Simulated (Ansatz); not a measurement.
MoSi2N4/MoSi2N4 (MoSi2N4 type bilayer), computed twice by G0W0.

The cell holds 14 atoms: 2 Mo, 8 N and 4 Si. Cell: a = 2.893 Å, b = 2.893 Å, c = 57.900 Å, α = 90.0°, β = 90.0°, γ = 120.0°. Regions: layer 1 (MoSi2N4), 7 atoms (1 Mo, 4 N and 2 Si); layer 2 (MoSi2N4), 7 atoms (1 Mo, 4 N and 2 Si). Vacuum lies along c.

```xyz
14
Lattice="2.8930 0.0000 0.0000 -1.4465 2.5054 0.0000 0.0000 0.0000 57.9000" Properties=species:S:1:pos:R:3
Mo    0.0000    0.0000   23.7806
N     0.0000    1.6703   25.0235
N     0.0000    1.6703   22.5372
Si    0.0000    1.6703   26.7627
Si    0.0000    1.6703   20.7973
N     1.4465    0.8351   27.2715
N     1.4465    0.8351   20.2862
Mo    0.0000    1.6703   34.1194
N     0.0000    0.0000   35.3628
N     0.0000    0.0000   32.8765
Si    0.0000    0.0000   37.1027
Si    0.0000    0.0000   31.1373
N     1.4465    0.8351   37.6138
N     1.4465    0.8351   30.6285
```

The structure was relaxed with PBE-D3(BJ). The runs that relaxed it are not among those shown.

The first (Ansatz 0.2.0; start PBE, 6×6×1 mesh, 388 empty bands, screening to 55 eV, PAW set soft_1 files; 8 threads of Arm Neoverse V2, shared host) gave, on its mesh: starting gap 1.75 eV, G0W0 gap 2.52 eV, mean of 1 + 4πα/V (set by the cell height) 2.96, 2 min.

Q: The second changes empty bands from 388 to 156 and screening cutoff (eV) from 55.0 to 30. What does it give?

It gave: starting gap 1.75 eV, G0W0 gap 2.58 eV, mean of 1 + 4πα/V (set by the cell height) 3.01, 42 s. The G0W0 gap moves by +0.06 eV, +0.00 eV from the start and +0.06 eV from the correction. Σc changes by +0.34 eV at the valence top and +0.40 eV at the conduction bottom, and Σx − Vxc between them by +0.00 eV.

Limits: not at the basis limit; coarse mesh for a sheet; no spin-orbit coupling.

[Paths, hosts, dates, memory and timing lines, banners, echoed tables and standing remarks are left out of the program output.]

[Logs are printed without paths, hosts, clocks, repeated set-up lines and the standing remarks that a program may print on its own settings, such as how far it seeks lower states.]

[Runs of the session that timed out or met a known fault of the program may be left out.]

[Cells called generated may have been cut or substituted from an entry of the Crystallography Open Database or the Materials Project.]

[Hosts, paths, dates, database ids (printed as entryN), source tags and the programs' standing remarks are cut or masked in the printed files.]
